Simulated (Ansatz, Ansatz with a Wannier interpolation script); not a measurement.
Planning a run of Ansatz 0.2.0 on BiOCl (P4/nmm). The input:

```yaml
crystal:
  lattice:
    - [3.88551, 0.0, 0.0]
    - [0.0, 3.88551, 0.0]
    - [0.0, 0.0, 7.3489]
  atoms:
    - { symbol: Bi, position: [0.5, 0.0, 0.32904] }
    - { symbol: Bi, position: [0.0, 0.5, 0.67096] }
    - { symbol: Cl, position: [0.0, 0.5, 0.1472] }
    - { symbol: Cl, position: [0.5, 0.0, 0.8528] }
    - { symbol: O, position: [0.0, 0.0, 0.5] }
    - { symbol: O, position: [0.5, 0.5, 0.5] }
kpoints:
  mp_grid: { grid: [4, 4, 2] }
hamiltonian:
  xc: lda
scf:
  occupations: { method: fixed }
gw:
  n_empty_bands: 462
  ecut_chi: 150.0
  qp_bands: [v12, c5]
  screening: { model: contour_deformation }
```

```sh
ansatz run input.yaml --threads 3 --pin off --max-ram 92160MiB --backend cuda --events-out ev --progress --plain --runs-dir out --devices 1 --max-vram 13GiB
```

**Question.** Estimate wall time and host memory on 1 × NVIDIA H100 80GB HBM3 (shared by 6 runs) with 3 threads of AMD EPYC 7R13 (Zen 3), shared host.

It took 28 s; on shared hardware allow 14 s to 57 s. Peak host memory was 1.5 GiB. The sizes that set the cost: 2177 plane waves a state, 12 irreducible k points, 490 bands summed, 459 plane waves in the screening and 7 SCF cycles.

The screening grows as filled bands × empty bands × pairs of k points, times the square of the screening basis for the matrix.

[Paths, hosts, dates, memory and timing lines, banners, echoed tables and standing remarks are left out of the program output.]

[Logs are printed without paths, hosts, clocks, repeated set-up lines and the standing remarks that a program may print on its own settings, such as how far it seeks lower states.]

[Runs of the session that timed out or met a known fault of the program may be left out.]

[Hosts, paths, dates, database ids (printed as entryN), source tags and the programs' standing remarks are cut or masked in the printed files.]
